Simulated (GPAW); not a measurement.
## Screening of a field by 1T-CrSSe monolayer

Aim: the dipole that a field along the normal induces in 1T-CrSSe monolayer.

Program: GPAW 26.7.0. Level of theory: GPAW, PAW setups; layer in a repeated cell with vacuum, relaxation of atoms and in-plane cell, in the first sound run; inputs show where later runs differ. Results are calculated unless marked as measured.

### 1. Starting point

The cell holds 3 atoms: 1 Se, 1 Cr and 1 S. Cell: a = 3.125 Å, b = 3.125 Å, c = 21.148 Å, α = 90.0°, β = 90.0°, γ = 120.0°. Vacuum lies along c.

### 2. Relaxing the atoms

Forces are removed first; all later runs use this geometry.

run.py

```python
import json
import numpy as np
from ase import Atoms
from ase.filters import FrechetCellFilter
from ase.optimize import BFGS
from gpaw import GPAW, PW

slab = Atoms(
    ['Se', 'Cr', 'S'],
    positions=[
        [1.56250, 0.90211, 9.00000],
        [0.00000, 0.00000, 10.68838],
        [-0.00000, 1.80422, 12.14846]],
    cell=[[3.125, 0.0, 0.0], [-1.5625, 2.70633, 0.0], [0.0, 0.0, 21.1485]],
    pbc=[True, True, True],
    magmoms=[0.0, 3.0, 0.0])

slab.calc = GPAW(mode=PW(600), xc='PBE', kpts={'size': (12, 12, 1), 'gamma': True},
                 occupations={'name': 'fermi-dirac', 'width': 0.05}, nbands='160%',
                 convergence={'density': 1e-05}, maxiter=200,
                 symmetry={'tolerance': 1e-3}, txt='slab.txt')
result = {}
# The in-plane cell is free; stress needs a cell that repeats along all three vectors
path = []
opt = BFGS(FrechetCellFilter(slab, mask=[1, 1, 0, 0, 0, 1]), maxstep=0.2)
opt.attach(lambda: path.append((slab.get_potential_energy(), slab.positions.tolist(), slab.get_forces().tolist())))
result['relaxed'] = bool(opt.run(fmax=0.02, steps=45))
result['path'] = path
result['cell'] = slab.cell.tolist()
print('in-plane lattice', slab.cell.cellpar().round(4)[[0, 1, 5]])
energy = slab.get_potential_energy()
fermi = slab.calc.get_fermi_level()
v = slab.calc.get_electrostatic_potential().mean((0, 1)) - fermi
n = slab.calc.get_pseudo_density().mean((0, 1))
L = slab.cell[2, 2]
z = np.arange(len(v)) * L / len(v)
low, high = slab.positions[:, 2].min(), slab.positions[:, 2].max()
below, above = np.interp([low - 6.8, high + 6.8], z, v)
slopes = [np.interp(x, z, np.gradient(v, z)) for x in (low - 6.8, high + 6.8)]
eps = np.array([[slab.calc.get_eigenvalues(k, s) for k in range(len(slab.calc.get_ibz_k_points()))]
                for s in range(slab.calc.get_number_of_spins())]) - fermi
top, bottom = eps[eps < 0].max(), eps[eps > 0].min()
dipole = slab.get_dipole_moment()[2]
print(f'energy {energy:.4f} eV, Fermi level {fermi:.4f} eV, dipole {dipole:.5f} e A')
print(f'potential 6.8 A off the faces, from the Fermi level: lower {below:.4f} eV, upper {above:.4f} eV')
print(f'slope of the potential there: lower {slopes[0]:.5f}, upper {slopes[1]:.5f} eV/A')
print(f'nearest levels on the mesh: {top:.4f} and {bottom:.4f} eV')
print('magnetic moment', round(slab.get_magnetic_moment(), 3))
result.update(energy=energy, fermi=fermi, dipole=dipole, below=below, above=above, slopes=slopes, edges=[top, bottom],
              z=z.tolist(), v=v.tolist(), n=n.tolist(), positions=slab.positions.tolist(),
              forces=slab.get_forces(apply_constraint=False).tolist(), moments=slab.get_magnetic_moments().tolist())
json.dump(result, open('result.json', 'w'))
```

Started as:

```
$ OMP_NUM_THREADS=1 OPENBLAS_NUM_THREADS=1 python run.py
```

Output:

```text
Step          Energy          fmax
BFGS:    0      -18.230638        1.024554
BFGS:    1      -18.273729        1.004484
BFGS:    2      -18.390363        1.200405
BFGS:    3      -18.453496        0.703441
BFGS:    4      -18.466485        0.547414
BFGS:    5      -18.492640        0.320876
BFGS:    6      -18.524807        0.330819
BFGS:    7      -18.535915        0.283452
BFGS:    8      -18.539967        0.182323
BFGS:    9      -18.541295        0.109850
BFGS:   10      -18.542112        0.027107
BFGS:   11      -18.542099        0.006730
in-plane lattice [  3.3796   3.3796 120.    ]
energy -18.5327 eV, Fermi level -2.4848 eV, dipole -0.01573 e A
potential 6.8 A off the faces, from the Fermi level: lower 5.6750 eV, upper 5.7395 eV
slope of the potential there: lower -0.01379, upper -0.01375 eV/A
nearest levels on the mesh: -0.0110 and 0.0304 eV
magnetic moment 2.133
```

The job ended after 18 min (1 thread of Arm Neoverse V1, shared host; peak memory 0.6 GiB).

Numbers from this step:

```yaml
dipole_along_the_normal: -0.01573 e·Å
levels_nearest_the_fermi_level_on_the_mesh: -0.01103, 0.03042 eV from the Fermi level
site_moments: -0.1503, 2.332, -0.1129 μB
sum_of_the_site_moments: 2.069 μB
```

The electrostatic potential energy of an electron (without an applied field's), less the Fermi level, planar mean by z:

z (Å), electrostatic potential energy of an electron (without an applied field's), less the Fermi level, planar mean (eV) and a bar from the least value:
```
      0.0        5.7 ##############################
      0.5        5.7 ##############################
      1.0        5.7 ##############################
      1.5        5.7 ##############################
      2.0        5.7 ##############################
      2.5        5.7 ##############################
      3.0        5.7 ##############################
      3.5        5.7 ##############################
      4.0        5.7 ##############################
      4.5        5.6 ##############################
      5.0        5.6 ##############################
      5.5        5.6 ##############################
      6.0        5.6 ##############################
      6.5        5.6 ##############################
      7.0        5.5 ##############################
      7.5        5.2 #############################
      8.0        3.7 ###########################
      8.5       -2.4 ###################
      9.0      -17.5 
      9.5      -10.3 #########
     10.0       -3.4 ##################
     10.5      -10.1 ##########
     11.0      -10.1 ##########
     11.5       -7.8 #############
     12.0      -16.2 ##
     12.5       -2.8 ###################
     13.0        3.9 ############################
     13.5        5.4 ##############################
     14.0        5.7 ##############################
     14.5        5.8 ##############################
     15.0        5.8 ##############################
     15.5        5.8 ##############################
     16.0        5.8 ##############################
     16.5        5.8 ##############################
     17.0        5.8 ##############################
     17.5        5.8 ##############################
     18.0        5.8 ##############################
     18.5        5.7 ##############################
     19.0        5.7 ##############################
     19.5        5.7 ##############################
     20.0        5.7 ##############################
     20.5        5.7 ##############################
     21.0        5.7 ##############################
```

The pseudo valence density, planar mean oscillates, so the rows of the table below give means over windows of 0.5 Å about each position, cut where the curve ends. Its maxima inside the range that stand out by 2 % of the span (Å: e/Å³): 8.64: 0.352, 9.52: 0.422, 10.75: 0.517, 11.63: 0.480. Its minima: 9.16: 0.209, 10.05: 0.339, 11.10: 0.458.

Pseudo valence density, planar mean against z; means over each step:

```
z (Å)  pseudo valence density, planar mean (e/Å³)
  5.0                                      1.5e-5
  5.5                                      6.3e-5
  6.0                                      2.7e-4
  6.5                                     0.00119
  7.0                                     0.00520
  7.5                                      0.0231
  8.0                                      0.0996
  8.5                                       0.283
  9.0                                       0.274
  9.5                                       0.373
 10.0                                       0.357
 10.5                                       0.434
 11.0                                       0.481
 11.5                                       0.469
 12.0                                       0.392
 12.5                                       0.304
 13.0                                       0.113
 13.5                                      0.0249
 14.0                                     0.00488
 14.5                                     0.00102
 15.0                                      2.2e-4
 15.5                                      4.7e-5
```

Site moment by atom:

```
atom  site moment (μB)
 Se1             -0.15
 Cr2              2.33
  S3             -0.11
```

The relaxation lowered the energy of the cell by 0.317 eV (energies extrapolated to zero smearing; the optimiser's log prints free energies). The largest force left on a free atom is 0.0067 eV/Å.

### 3. Plane waves, PBE

With the geometry fixed, the planar mean of the potential gives the vacuum level on each side.

This step: GPAW, PAW setups; slab in vacuum (GPAW 26.7.0).

The cell differs from the one that the last finished run ended in (c 21.148 → 20.866 Å).

run.py: that of step 2 with these lines changed.

```diff
@@ -3,4 +3,2 @@
 from ase import Atoms
-from ase.filters import FrechetCellFilter
-from ase.optimize import BFGS
 from gpaw import GPAW, PW
@@ -10,22 +8,15 @@
     positions=[
-        [1.56250, 0.90211, 9.00000],
-        [0.00000, 0.00000, 10.68838],
-        [-0.00000, 1.80422, 12.14846]],
-    cell=[[3.125, 0.0, 0.0], [-1.5625, 2.70633, 0.0], [0.0, 0.0, 21.1485]],
-    pbc=[True, True, True],
+        [1.68982, 0.97562, 9.00000],
+        [0.00000, 0.00000, 10.61127],
+        [-0.00000, 1.95124, 11.86641]],
+    cell=[[3.37964, -0.0, 0.0], [-1.68982, 2.92686, 0.0], [0.0, 0.0, 20.8664]],
+    pbc=[True, True, False],
     magmoms=[0.0, 3.0, 0.0])
 
-slab.calc = GPAW(mode=PW(600), xc='PBE', kpts={'size': (12, 12, 1), 'gamma': True},
+slab.calc = GPAW(mode=PW(400), xc='PBE', kpts={'size': (12, 12, 1), 'gamma': True},
                  occupations={'name': 'fermi-dirac', 'width': 0.05}, nbands='160%',
                  convergence={'density': 1e-05}, maxiter=200,
+                 poissonsolver={'dipolelayer': 'xy'},
                  symmetry={'tolerance': 1e-3}, txt='slab.txt')
 result = {}
-# The in-plane cell is free; stress needs a cell that repeats along all three vectors
-path = []
-opt = BFGS(FrechetCellFilter(slab, mask=[1, 1, 0, 0, 0, 1]), maxstep=0.2)
-opt.attach(lambda: path.append((slab.get_potential_energy(), slab.positions.tolist(), slab.get_forces().tolist())))
-result['relaxed'] = bool(opt.run(fmax=0.02, steps=45))
-result['path'] = path
-result['cell'] = slab.cell.tolist()
-print('in-plane lattice', slab.cell.cellpar().round(4)[[0, 1, 5]])
 energy = slab.get_potential_energy()
```

Output:

```text
energy -18.4779 eV, Fermi level -2.4415 eV, dipole -0.01201 e A
potential 6.8 A off the faces, from the Fermi level: lower 5.5970 eV, upper 5.8193 eV
slope of the potential there: lower -0.00005, upper 0.00003 eV/A
nearest levels on the mesh: -0.0111 and 0.0306 eV
magnetic moment 2.132
```

Run time: 52 s. Hardware: 1 thread; peak memory 0.24 GiB.

Numbers from this step:

| Property | Result |
| --- | --- |
| dipole along the normal | -0.01201 e·Å |
| levels nearest the Fermi level on the mesh | -0.01107, 0.03055 eV from the Fermi level |
| upper work function | 5.819 eV |
| lower work function | 5.597 eV |
| site moments | -0.1501, 2.330, -0.1126 μB |
| sum of the site moments | 2.067 μB |

The electrostatic potential energy of an electron (without an applied field's), less the Fermi level, planar mean by z:

z (Å), electrostatic potential energy of an electron (without an applied field's), less the Fermi level, planar mean (eV) and a bar from the least value:
```
        0        5.7 ##############################
        1        5.6 ##############################
        2        5.6 ##############################
        3        5.6 ##############################
        4        5.6 ##############################
        5        5.6 ##############################
        6        5.6 ##############################
        7        5.5 ##############################
        8        2.9 ##########################
        9      -18.8 
       10       -4.1 ##################
       11       -8.5 #############
       12      -14.2 ######
       13        4.5 ############################
       14        5.8 ##############################
       15        5.8 ##############################
       16        5.8 ##############################
       17        5.8 ##############################
       18        5.8 ##############################
       19        5.8 ##############################
       20        5.8 ##############################
```

The pseudo valence density, planar mean oscillates, so the rows of the table below give means over windows of 1 Å about each position, cut where the curve ends. Its maxima inside the range that stand out by 2 % of the span (Å: e/Å³): 8.5: 0.352, 9.4: 0.417, 10.6: 0.518, 11.5: 0.482, 12.1: 0.381. Its minima: 8.9: 0.204, 10.0: 0.337, 11.1: 0.453, 11.9: 0.362.

Table of pseudo valence density, planar mean by z; means over each step:

```
z (Å)  pseudo valence density, planar mean (e/Å³)
    5                                      2.7e-5
    6                                      5.1e-4
    7                                      0.0101
    8                                       0.151
    9                                       0.316
   10                                       0.384
   11                                       0.478
   12                                       0.377
   13                                      0.0981
   14                                     0.00476
   15                                      2.0e-4
   16                                      9.4e-6
```

The potential is flat to 5.4e-5 eV/Å where it is read, so the vacuum is wide enough.

### 4. Field on

A uniform field along the normal polarises the slab; the atoms stay fixed, so this is the electronic response alone.

run.py: that of step 3 with these lines changed.

```diff
@@ -4,2 +4,3 @@
 from gpaw import GPAW, PW
+from gpaw.external import ConstantElectricField
 
@@ -19,2 +20,3 @@
                  poissonsolver={'dipolelayer': 'xy'},
+                 external=ConstantElectricField(-0.2, [0, 0, 1]),
                  symmetry={'tolerance': 1e-3}, txt='slab.txt')
```

Output:

```text
energy -18.4853 eV, Fermi level -2.4320 eV, dipole -0.06695 e A
potential 6.8 A off the faces, from the Fermi level: lower 5.0831 eV, upper 6.3081 eV
slope of the potential there: lower -0.00005, upper 0.00004 eV/A
nearest levels on the mesh: -0.0126 and 0.0286 eV
magnetic moment 2.134
```

Elapsed: 3.3 min, on 1 thread; peak memory 0.41 GiB.

This step gave:

* dipole along the normal: -0.06695 e·Å
* levels nearest the Fermi level on the mesh: -0.01257, 0.02858 eV from the Fermi level
* site moments: -0.1508, 2.331, -0.1117 μB
* sum of the site moments: 2.068 μB
* potential below the slab, the applied field's own ramp left out: 5.083 eV from the Fermi level
* potential above the slab, the applied field's own ramp left out: 6.308 eV from the Fermi level

Electrostatic potential energy of an electron (without an applied field's), less the Fermi level, planar mean against z:

```
z (Å)  electrostatic potential energy of an electron (without an applied field's), less the Fermi level, planar mean (eV)
  0.0                                                                                                                5.70
  0.5                                                                                                                5.08
  1.0                                                                                                                5.08
  1.5                                                                                                                5.08
  2.0                                                                                                                5.08
  2.5                                                                                                                5.08
  3.0                                                                                                                5.08
  3.5                                                                                                                5.08
  4.0                                                                                                                5.08
  4.5                                                                                                                5.08
  5.0                                                                                                                5.08
  5.5                                                                                                                5.08
  6.0                                                                                                                5.08
  6.5                                                                                                                5.06
  7.0                                                                                                                4.96
  7.5                                                                                                                4.51
  8.0                                                                                                                2.48
  8.5                                                                                                               -5.75
  9.0                                                                                                               -19.1
  9.5                                                                                                               -7.33
 10.0                                                                                                               -4.23
 10.5                                                                                                               -11.6
 11.0                                                                                                               -8.35
 11.5                                                                                                               -9.57
 12.0                                                                                                               -13.9
 12.5                                                                                                              0.0998
 13.0                                                                                                                4.98
 13.5                                                                                                                6.03
 14.0                                                                                                                6.25
 14.5                                                                                                                6.29
 15.0                                                                                                                6.30
 15.5                                                                                                                6.31
 16.0                                                                                                                6.31
 16.5                                                                                                                6.31
 17.0                                                                                                                6.31
 17.5                                                                                                                6.31
 18.0                                                                                                                6.31
 18.5                                                                                                                6.31
 19.0                                                                                                                6.31
 19.5                                                                                                                6.31
 20.0                                                                                                                6.31
 20.5                                                                                                                6.25
```

The dipole is now -0.0670 e Å, against -0.012 in the run without a field.

(Continued in part 2 of 2.)

[Logs are printed without paths, hosts, clocks, repeated set-up lines and the standing remarks that a program may print on its own settings, such as how far it seeks lower states.]

[Hosts, paths, dates, database ids (printed as entryN), source tags and the programs' standing remarks are cut or masked in the printed files.]
